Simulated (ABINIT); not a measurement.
# CdS (Hawleyite): G0W0 in ABINIT against the exchange cutoff, part 2 of 2

How does the gap of CdS (Hawleyite) converge in the exchange cutoff?

ABINIT 10.8.3; PBE and many-body steps on it, plane waves. Known limits of the many-body steps: not at the basis limit; no spin-orbit coupling; coarse k mesh.

So far. Step 2 (Screening, 4×4×4 mesh, 93 bands, screening to 163.3 eV): Local fields lower ε∞ by 6 %. On a Γ-centred mesh this coarse the value itself is usually too large, while a short band sum pulls it down.

**5. 18.8 Ha**

Level of this step: G0W0 on PBE, plane waves, norm-conserving pseudopotentials (ABINIT).

The self-energy is evaluated for the states that the input lists, and the levels follow from it, in one-shot runs by the linearised quasiparticle equation.

run.abi

```
acell 3*1.0 Angstrom
rprim 
  -0.000000000000 2.916500000000 2.916500000000
  2.916500000000 -0.000000000000 2.916500000000
  2.916500000000 2.916500000000 -0.000000000000
ntypat 2
znucl 48 16
natom 2
typat 1 2
xred 
  0.000000000000 0.000000000000 0.000000000000
  0.250000000000 0.250000000000 0.250000000000
pp_dirpath "pseudos"
pseudos "Cd.upf, S.upf"
ecut 47
ngkpt 4 4 4
nshiftk 1
shiftk 0 0 0
kptopt 1
chksymbreak 0
istwfk *1
occopt 1
irdwfk 1
optdriver 4
nband 93
gwcalctyp 0
ecutsigx 18.8
symsigma 1
nkptgw 1
kptgw 
  0.0000000000 0.0000000000 0.0000000000
bdgw 
  11 17
ecuteps 6
irdscr 1
ppmodel 1
indata_prefix "in"
outdata_prefix "out"
tmpdata_prefix "tmp"
```

Command:

```console
$ OMP_NUM_THREADS=1 mpirun -n 8 abinit run.abi > log
```

The log of the run:

```text
.Version 10.8.3 of ABINIT. v10.8.2 released Aug 2026.

 Symmetries : space group F-4 3 m (#216); Bravais cF (face-center cubic)
[... echo of the input left out ...]
== DATASET  1 ==================================================================
-   mpi_nproc: 8, omp_nthreads: 1 (-1 if OMP is not activated)

--- !DatasetInfo
iteration_state: {dtset: 1, }
dimensions: {natom: 2, nkpt: 8, mband: 93, nsppol: 1, nspinor: 1, nspden: 1, mpw: 5180, }
cutoff_energies: {ecut:  47.0, pawecutdg:  -1.0, }
[...]
15  10.897 -10.642  -5.759  -4.215   0.811  -0.233 -10.100   0.542  11.439
       16  10.897 -10.642  -5.759  -4.215   0.811  -0.233 -10.100   0.542  11.439
       17  10.897 -10.642  -5.759  -4.215   0.811  -0.233 -10.100   0.542  11.439

== END DATASET(S) ==============================================================
================================================================================

 -outvars: echo values of variables after computation  --------
           etotal      0.0000000000E+00
            nband          93
             nkpt           8
          spgroup         216
 [... the other variables as echoed above ...]

 Calculation completed.
```

Run time: 6.3 s. Hardware: 8 MPI ranks of AMD EPYC 7R43, shared host; peak memory 1.7 GiB.

Numbers from this step:

| Property | Result |
| --- | --- |
| G0W0 gap on the points computed | 1.999 eV |
| starting gap on the mesh | 1.145 eV |
| k of the valence top | 0, 0, 0 |
| k of the conduction bottom | 0, 0, 0 |
| least direct G0W0 gap on the computed points | 1.999 eV |

The gap on the mesh goes from 1.14 eV to 2.00 eV, a correction of +0.85 eV.

**6. 32.9 Ha**

Edit run.abi of step 5 so:

```diff
@@ -26,3 +26,3 @@
 gwcalctyp 0
-ecutsigx 18.8
+ecutsigx 32.9
 symsigma 1
```

The log of the run:

```text
.Version 10.8.3 of ABINIT. v10.8.2 released Aug 2026.

 Symmetries : space group F-4 3 m (#216); Bravais cF (face-center cubic)
[... echo of the input left out ...]
== DATASET  1 ==================================================================
-   mpi_nproc: 8, omp_nthreads: 1 (-1 if OMP is not activated)

--- !DatasetInfo
iteration_state: {dtset: 1, }
dimensions: {natom: 2, nkpt: 8, mband: 93, nsppol: 1, nspinor: 1, nspden: 1, mpw: 5180, }
cutoff_energies: {ecut:  47.0, pawecutdg:  -1.0, }
[...]
15  10.897 -10.642  -5.799  -4.215   0.811  -0.233 -10.132   0.510  11.407
       16  10.897 -10.642  -5.799  -4.215   0.811  -0.233 -10.132   0.510  11.407
       17  10.897 -10.642  -5.799  -4.215   0.811  -0.233 -10.132   0.510  11.407

== END DATASET(S) ==============================================================
================================================================================

 -outvars: echo values of variables after computation  --------
           etotal      0.0000000000E+00
            nband          93
             nkpt           8
          spgroup         216
 [... the other variables as echoed above ...]

 Calculation completed.
```

Elapsed: 6.4 s, on 8 MPI ranks; peak memory 1.7 GiB.

This step gave:

```
G0W0 gap on the points computed              : 2.046 eV
starting gap on the mesh                     : 1.145 eV
k of the valence top                         : 0, 0, 0
k of the conduction bottom                   : 0, 0, 0
least direct G0W0 gap on the computed points : 2.046 eV
```

Against the run before, the gap moves by +0.047 eV.

**7. 47 Ha**

Edit run.abi of step 6 so:

```diff
@@ -26,3 +26,3 @@
 gwcalctyp 0
-ecutsigx 32.9
+ecutsigx 47
 symsigma 1
```

The log of the run:

```text
.Version 10.8.3 of ABINIT. v10.8.2 released Aug 2026.

 Symmetries : space group F-4 3 m (#216); Bravais cF (face-center cubic)
[... echo of the input left out ...]
== DATASET  1 ==================================================================
-   mpi_nproc: 8, omp_nthreads: 1 (-1 if OMP is not activated)

--- !DatasetInfo
iteration_state: {dtset: 1, }
dimensions: {natom: 2, nkpt: 8, mband: 93, nsppol: 1, nspinor: 1, nspden: 1, mpw: 5180, }
cutoff_energies: {ecut:  47.0, pawecutdg:  -1.0, }
[...]
15  10.897 -10.642  -5.801  -4.215   0.811  -0.233 -10.134   0.508  11.405
       16  10.897 -10.642  -5.801  -4.215   0.811  -0.233 -10.134   0.508  11.405
       17  10.897 -10.642  -5.801  -4.215   0.811  -0.233 -10.134   0.508  11.405

== END DATASET(S) ==============================================================
================================================================================

 -outvars: echo values of variables after computation  --------
           etotal      0.0000000000E+00
            nband          93
             nkpt           8
          spgroup         216
 [... the other variables as echoed above ...]

 Calculation completed.
```

It took 6.4 s on 8 MPI ranks; peak memory 1.7 GiB.

Numbers from this step:

| Item | Value |
| --- | --- |
| G0W0 gap on the points computed | 2.052 eV |
| starting gap on the mesh | 1.145 eV |
| k of the valence top | 0, 0, 0 |
| k of the conduction bottom | 0, 0, 0 |
| least direct G0W0 gap on the computed points | 2.052 eV |

Against the run before, the gap moves by +0.006 eV.

**8. Side by side**

Times are wall times on 8 MPI ranks of AMD EPYC 7R43, shared host, good to a factor of about two. A run's time includes the screening step that it read.

| run | mesh | bands | screening cutoff (eV) | DFT gap (eV) | gap on the mesh (eV) | direct (eV) | ε∞ used | time |
| --- | --- | --- | --- | --- | --- | --- | --- | --- |
| 4.7 Ha | 4×4×4 | 93 | 163.3 | 1.145 | 1.632 | 1.632 | 11.06 | 30 s |
| 9.4 Ha | 4×4×4 | 93 | 163.3 | 1.145 | 1.865 | 1.865 | 11.06 | 31 s |
| 18.8 Ha | 4×4×4 | 93 | 163.3 | 1.145 | 1.999 | 1.999 | 11.06 | 31 s |
| 32.9 Ha | 4×4×4 | 93 | 163.3 | 1.145 | 2.046 | 2.046 | 11.06 | 32 s |
| 47 Ha | 4×4×4 | 93 | 163.3 | 1.145 | 2.052 | 2.052 | 11.06 | 32 s |

**9. Summary of results**

```json
{"4.7 Ha": "1.632 eV", "9.4 Ha": "1.865 eV", "18.8 Ha": "1.999 eV", "32.9 Ha": "2.046 eV", "47 Ha": "2.052 eV", "known limits": "not at the basis limit; no spin-orbit coupling; coarse k mesh"}
```

**Reading.** The setting moved: exchange cutoff. From 4.7 Ha to 47 Ha the gap moves by +0.42 eV. It holds to 0.03 eV from 32.9 Ha on. Bands and screening cutoff are coupled, so a series along one setting does not show full convergence. Below the screening cutoff the correlation part is cut too. Bands and cutoff are finite, so the gap is not at the basis limit. The miss can reach some tenths of an eV and take either sign; the mesh is an error of its own. In the first G0W0 run levels were corrected at 1 k point alone, so a gap called «on the mesh» is the least over those, and an edge elsewhere would be missed. The 4×4×4 mesh is coarse for this cell, which bears on the long-range parts of exchange and screening. The many-body steps are scalar-relativistic: spin-orbit coupling is not in them.

[Paths, hosts, dates, memory and timing lines, banners, echoed tables and standing remarks are left out of the program output.]

[Logs are printed without paths, hosts, clocks, repeated set-up lines and the standing remarks that a program may print on its own settings, such as how far it seeks lower states.]

[Runs of the session that timed out or met a known fault of the program may be left out.]

[No measured gap is set beside runs whose start may be inverted or whose files or cutoffs have a known fault.]

[Hosts, paths, dates, database ids (printed as entryN), source tags and the programs' standing remarks are cut or masked in the printed files.]

[G0W0 gaps are taken among the corrected bands and points alone; a level outside them can change the order at an edge.]

[Where Ansatz stands beside ABINIT at settings called matched, ABINIT's density can come from a denser mesh and the files from another edition; pairs whose starting gaps differed by over 0.03 eV were left out, so agreement reads better than it is.]
